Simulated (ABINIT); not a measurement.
# A GW chain in ABINIT: Te (P3_121)

Aim: the G0W0 gap of Te (P3_121) on PBE, step by step.

Calculated with ABINIT 10.8.3; PBE and many-body steps on it, plane waves.

### Step 1. Starting point

It takes space group P3_121 (No. 152, trigonal). Conventional cell: a = 4.457 Å, b = 4.457 Å, c = 5.929 Å, α = 90.00°, β = 90.00°, γ = 120.00°. Nearest to Te lie 2 Te at 2.84 Å.

The cell and positions come from the Crystallography Open Database and are kept as given unless a step says otherwise. Spin-orbit coupling is left out unless a step names it.

### Step 2. Ground state

This step: ABINIT 10.8.3; DFT, PBE, plane waves, norm-conserving pseudopotentials.

The ground-state density comes first.

run.abi

```
acell 3*1.0 Angstrom
rprim 
  4.457199999972 0.000000000006 0.000000000000
  -2.228599999992 3.860048429721 0.000000000000
  0.000000000000 0.000000000000 5.929000000000
ntypat 1
znucl 52
natom 3
typat 1 1 1
xred 
  0.263300000000 0.000000000000 0.333333333333
  0.000000000000 0.263300000000 0.666666666667
  0.736700000000 0.736700000000 -0.000000000000
pp_dirpath "pseudos"
pseudos "Te.upf"
ecut 39
ngkpt 3 3 4
nshiftk 1
shiftk 0 0 0
kptopt 1
chksymbreak 0
nband 41
occopt 1
tolvrs 1e-08
nstep 60
prtwf 0
optforces 0
optstress 0
indata_prefix "in"
outdata_prefix "out"
tmpdata_prefix "tmp"
```

Run with:

```sh
OMP_NUM_THREADS=1 mpirun -n 8 abinit run.abi > log
```

Numbers of over 12 decimals in the logs are rounded to 6 here.

Log:

```text
.Version 10.8.3 of ABINIT. v10.8.2 released Aug 2026.

 Symmetries : space group P3_1 2 1 (#152); Bravais hP (primitive hexag.)
================================================================================
 Values of the parameters that define the memory need of the present run
     intxc =       0    ionmov =       0      iscf =       7    lmnmax =       8
     lnmax =       8     mgfft =      64  mpssoang =       4    mqgrid =    3150
     natom =       3  nloc_mem =       1    nspden =       1   nspinor =       1
    nsppol =       1      nsym =       6    n1xccc =    2501    ntypat =       1
    occopt =       1   xclevel =       2
-    mband =          41        mffmem =           1         mkmem =           2
       mpw =        8022          nfft =      147456          nkpt =          10
================================================================================
  Rough estimation (10% accuracy) of disk space for files :
================================================================================

--------------------------------------------------------------------------------
------------- Echo of variables that govern the present computation ------------
--------------------------------------------------------------------------------
 -outvars: echo values of preprocessed input variables --------
            acell      1.8897261259E+00  1.8897261259E+00  1.8897261259E+00 Bohr

      chksymbreak           0
             ecut      3.90000000E+01 Hartree
-          fftalg         312

              ixc     -101130
              kpt      0.00000000E+00  0.00000000E+00  0.00000000E+00
                       3.33333333E-01  0.00000000E+00  0.00000000E+00
                       3.33333333E-01  3.33333333E-01  0.00000000E+00
                       0.00000000E+00  0.00000000E+00  2.50000000E-01
                       3.33333333E-01  0.00000000E+00  2.50000000E-01
                      -3.33333333E-01  0.00000000E+00  2.50000000E-01
                       3.33333333E-01  3.33333333E-01  2.50000000E-01
                       0.00000000E+00  0.00000000E+00  5.00000000E-01
                       3.33333333E-01  0.00000000E+00  5.00000000E-01
                       3.33333333E-01  3.33333333E-01  5.00000000E-01
         kptrlatt        3    0    0      0    3    0      0    0    4
          kptrlen      2.52686619E+01
P           mkmem           2
            natom           3
            nband          41
            ngfft          48      48      64
             nkpt          10
            nstep          60
             nsym           6
           ntypat           1
              occ      2.000000  2.000000  2.000000  2.000000  2.000000  2.000000
                       2.000000  2.000000  2.000000  2.000000  2.000000  2.000000
                       2.000000  2.000000  2.000000  2.000000  2.000000  2.000000
                       2.000000  2.000000  2.000000  2.000000  2.000000  2.000000
                       2.000000  2.000000  2.000000  2.000000  2.000000  2.000000
                       2.000000  2.000000  2.000000  2.000000  2.000000  2.000000
                       0.000000  0.000000  0.000000  0.000000  0.000000
        optforces           0
        optstress           0
            prtwf           0
            rprim      4.4572000000E+00  6.0000000000E-12  0.0000000000E+00
                      -2.2286000000E+00  3.8600484297E+00  0.0000000000E+00
[...]
spgroup         152

           tolvrs      1.00000000E-08

             xred      2.6330000000E-01  9.2518585385E-17  3.3333333333E-01
[...]
znucl       52.00000

================================================================================

 chkinp: Checking input parameters for consistency.

================================================================================
== DATASET  1 ==================================================================
-   mpi_nproc: 8, omp_nthreads: 1 (-1 if OMP is not activated)
-    --> not optimal distribution: autoparal keyword recommended in input file <--

--- !DatasetInfo
iteration_state: {dtset: 1, }
dimensions: {natom: 3, nkpt: 10, mband: 41, nsppol: 1, nspinor: 1, nspden: 1, mpw: 8022, }
cutoff_energies: {ecut:  39.0, pawecutdg:  -1.0, }
electrons: {nelect:   7.20000000E+01, charge:   0.00000000E+00, occopt:   1.00000000E+00, tsmear:   1.00000000E-02, }

 Real(R)+Recip(G) space primitive vectors, cartesian coordinates (Bohr,Bohr^-1):
 R(1)=  8.4228873  0.0000000  0.0000000  G(1)=  0.1187241  0.0685454  0.0000000
 R(2)= -4.2114436  7.2944344  0.0000000  G(2)=  0.0000000  0.1370908  0.0000000
 R(3)=  0.0000000  0.0000000 11.2041862  G(3)=  0.0000000  0.0000000  0.0892524
 Unit cell volume ucvol=  6.8838742E+02 bohr^3
 Angles (23,13,12)=  9.00000000E+01  9.00000000E+01  1.20000000E+02 degrees

 getcut: wavevector=  0.0000  0.0000  0.0000  ngfft=  48  48  64
         ecut(hartree)=     39.000   => boxcut(ratio)=   2.02714

--- Pseudopotential description ------------------------------------------------
- Te Generated using ONCVPSP code by D. R. Hamann
- 52.00000  24.00000  220131                  znucl, zion, pspdat
12 -101130 3 -1 1294                          pspcod,pspxc,lmax,lloc,mmax
     nproj     2     2     2     2
  pspatm : epsatm=   28.89495404
         --- l  ekb(1:nproj) -->
[...]
pspatm: atomic psp has been read  and splines computed

   6.24131007E+03                                ecore*ucvol(ha*bohr**3)
--------------------------------------------------------------------------------

_setup2: Arith. and geom. avg. npw (full set) are    8008.972    8008.968

================================================================================

--- !BeginCycle
iteration_state: {dtset: 1, }
solver: {iscf: 7, nstep: 60, nline: 4, wfoptalg: 0, }
tolerances: {tolvrs: 1.00E-08, }

     iter   Etot(hartree)      deltaE(h)  residm     vres2
 ETOT  1  -839.07823236603    -8.391E+02 1.192E+00 2.989E+01
 ETOT  2  -841.45455525990    -2.376E+00 4.324E-03 1.125E+01
 ETOT  3  -841.45609098505    -1.536E-03 2.434E-03 3.149E+00
 ETOT  4  -841.45631362221    -2.226E-04 4.200E-04 5.352E-01
 ETOT  5  -841.45641316345    -9.954E-05 2.704E-04 3.194E-03
 ETOT  6  -841.45641336457    -2.011E-07 2.029E-05 3.670E-04
 ETOT  7  -841.45641340065    -3.608E-08 1.270E-05 1.304E-05
 ETOT  8  -841.45641340291    -2.262E-09 9.086E-07 2.194E-06
 ETOT  9  -841.45641340327    -3.619E-10 6.028E-07 5.421E-08
 ETOT 10  -841.45641340329    -1.739E-11 4.357E-08 9.353E-10

 At SCF step   10       vres2   =  9.35E-10 < tolvrs=  1.00E-08 =>converged.

--- !ResultsGS
iteration_state: {dtset: 1, }
comment   : Summary of ground state results
lattice_vectors:
- [  8.4228873,   0.0000000,   0.0000000, ]
- [ -4.2114436,   7.2944344,   0.0000000, ]
- [  0.0000000,   0.0000000,  11.2041862, ]
lattice_lengths: [   8.42289,    8.42289,   11.20419, ]
lattice_angles: [ 90.000,  90.000, 120.000, ] # degrees, (23, 13, 12)
lattice_volume:   6.8838742E+02
convergence: {deltae: -1.739E-11, res2:  9.353E-10, residm:  4.357E-08, diffor:  0.000E+00, }
etotal    :  -8.41456413E+02
entropy   :   0.00000000E+00
fermie    :   2.49476202E-01
cartesian_stress_tensor: null
pressure_GPa: null
xred      :
- [  2.6330E-01,   9.2519E-17,   3.3333E-01, Te]
- [ -6.8916E-19,   2.6330E-01,   6.6667E-01, Te]
- [  7.3670E-01,   7.3670E-01,   7.4015E-17, Te]
cartesian_forces: null
force_length_stats: {min: null, max: null, mean: null, }

 Integrated electronic density in atomic spheres:
 ------------------------------------------------
 Atom  Sphere_radius  Integrated_density
[...]
2        2.00000         19.90223792
    3        2.00000         19.89994489
================================================================================

 ----iterations are completed or convergence reached----

 Mean square residual over all n,k,spin=   11.731E-11; max=  43.574E-09
 reduced coordinates (array xred) for    3 atoms
       0.263300000000      0.000000000000      0.333333333333
      -0.000000000000      0.263300000000      0.666666666667
       0.736700000000      0.736700000000      0.000000000000
 rms dE/dt=  0.0000E+00; max dE/dt=  0.0000E+00; dE/dt below (all hartree)
    1       0.000000000000      0.000000000000      0.000000000000
    2       0.000000000000      0.000000000000      0.000000000000
    3       0.000000000000      0.000000000000      0.000000000000

 cartesian coordinates (angstrom) at end:
    1      1.173581     1.58e-12     1.976333
    2     -0.586790     1.016351     3.952667
    3      1.641810     2.843698     0.000000
 length scales=  1.889726125908  1.889726125908  1.889726125908 bohr
              =  1.000000000000  1.000000000000  1.000000000000 angstroms
 prteigrs : about to open file out_EIG
 Fermi (or HOMO) energy (hartree) =   0.24948   Average Vxc (hartree)=  -0.35642
 Eigenvalues (hartree) for nkpt=  10  k points:
 kpt#   1, nband= 41, wtk=  0.02778, kpt=  0.0000  0.0000  0.0000 (reduced coord)
  -5.63133   -5.63132   -5.63132   -3.79682   -3.79682   -3.79672   -3.79568   -3.79561
  -3.79561   -3.78982   -3.78982   -3.78982   -1.12452   -1.12452   -1.12255   -1.12243
  -1.12243   -1.11948   -1.11746   -1.11729   -1.11729   -1.11637   -1.11617   -1.11617
  -1.11554   -1.11438   -1.11438   -0.25162   -0.12937   -0.12937    0.13671    0.14717
   0.14717    0.18924    0.18924    0.22247    0.28817    0.28817    0.31134    0.43337
   0.43337
 prteigrs : prtvol=0 or 1, do not print more k-points.

--- !EnergyTerms
iteration_state     : {dtset: 1, }
comment             : Components of total free energy in Hartree
kinetic             :  2.83704648688695E+02
hartree             :  2.99016927331891E+02
xc                  : -1.08433172432270E+02
Ewald energy        : -3.95809479043991E+02
psp_core            :  9.06656608642040E+00
local_psp           : -8.86335342454545E+02
non_local_psp       : -4.26665615794894E+01
total_energy        : -8.41456413403288E+02
total_energy_eV     : -2.28971954742747E+04
band_energy         : -1.34877680290264E+02

== END DATASET(S) ==============================================================
================================================================================

 -outvars: echo values of variables after computation  --------
           etotal     -8.4145641340E+02
            nband          41
             nkpt          10
          spgroup         152
 [... the other variables as echoed above ...]

 Calculation completed.
```

The job ended after 26 s (8 MPI ranks of AMD EPYC 7B13 (Zen 3), shared host; peak memory 0.91 GiB; 3.5 min of CPU time).

This step gave:

| Property | Result |
| --- | --- |
| total energy | -22897.1955 eV |
| gap | 0.1818 eV |
| k of the valence top | 0.3333, 0.3333, 0.5 |
| k of the conduction bottom | 0.3333, 0.3333, 0.5 |
| least direct gap | 0.1818 eV |

The gap is direct, at (0.333, 0.333, 0.500).

(Continued in part 2 of 3.)

[Paths, hosts, dates, memory and timing lines, banners, echoed tables and standing remarks are left out of the program output.]

[Logs are printed without paths, hosts, clocks, repeated set-up lines and the standing remarks that a program may print on its own settings, such as how far it seeks lower states.]

[Runs of the session that timed out or met a known fault of the program may be left out.]

[Hosts, paths, dates, database ids (printed as entryN), source tags and the programs' standing remarks are cut or masked in the printed files.]

[G0W0 gaps are taken among the corrected bands and points alone; a level outside them can change the order at an edge.]

[Where Ansatz stands beside ABINIT at settings called matched, ABINIT's density can come from a denser mesh and the files from another edition; pairs whose starting gaps differed by over 0.03 eV were left out, so agreement reads better than it is.]
